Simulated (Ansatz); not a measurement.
Consider RbMnBr3 (cubic perovskite) (Pm-3m).

The structure was built from a prototype and need not be the compound's stable phase.

The structure is cubic, space group Pm-3m (No. 221). The conventional cell has a = 4.923 Å, b = 4.923 Å, c = 4.923 Å, α = 90.00°, β = 90.00°, γ = 90.00°. Rb has 12 Br at 3.48 Å nearest. Mn has 6 Br at 2.46 Å nearest. Nearest to Br lie 2 Mn at 2.46 Å and 4 Rb at 3.48 Å. Farther neighbours and most contacts between anions are not listed.

```yaml
crystal:
  lattice:
    - [0.00000, -4.92250, 0.00000]
    - [0.00000, 0.00000, 4.92250]
    - [-4.92250, 0.00000, 0.00000]
  atoms:
    - { symbol: Rb, position: [0.00000, 0.00000, 0.00000] }
    - { symbol: Mn, position: [0.50000, 0.50000, 0.50000] }
    - { symbol: Br, position: [0.50000, 0.50000, 0.00000] }
    - { symbol: Br, position: [0.50000, 0.00000, 0.50000] }
    - { symbol: Br, position: [0.00000, 0.50000, 0.50000] }
```

The structure was relaxed with LDA. The structure type comes from a generator and need not be one that this composition takes. The structure was generated from a model, not taken from a measurement. The runs that relaxed it are not among those shown. The program's search for lower electronic states was switched off, so nothing shows that the state found is the lowest. PAW set soft_2, made with PBE.

A constrained-RPA run (Ansatz 0.2.0; non-magnetic LDA; Mn d + anion p, bands v12 to c2, 4×4×4 mesh, medium accuracy) builds 14 functions on bands 10 eV wide, with 23.0 electrons in the window. The bare on-site interaction is 20.5 eV and the bare J 0.69 eV.

Estimate U, U′ and J.

On the Mn d shell, U = 6.79 eV (33 % of the bare value), U′ = 5.66 eV, J = 0.56 eV.

The parent state is non-magnetic and the interaction static (zero frequency); U depends on the window and the orbitals, so it belongs to this model alone. A window that holds the anion p bands defines a model with explicit ligands; its U belongs to that model and is not the U of DFT+U.

[Paths, hosts, dates, memory and timing lines, banners, echoed tables and standing remarks are left out of the program output.]

[Logs are printed without paths, hosts, clocks, repeated set-up lines and the standing remarks that a program may print on its own settings, such as how far it seeks lower states.]

[Runs of the session that timed out or met a known fault of the program may be left out.]

[Hosts, paths, dates, database ids (printed as entryN), source tags and the programs' standing remarks are cut or masked in the printed files.]
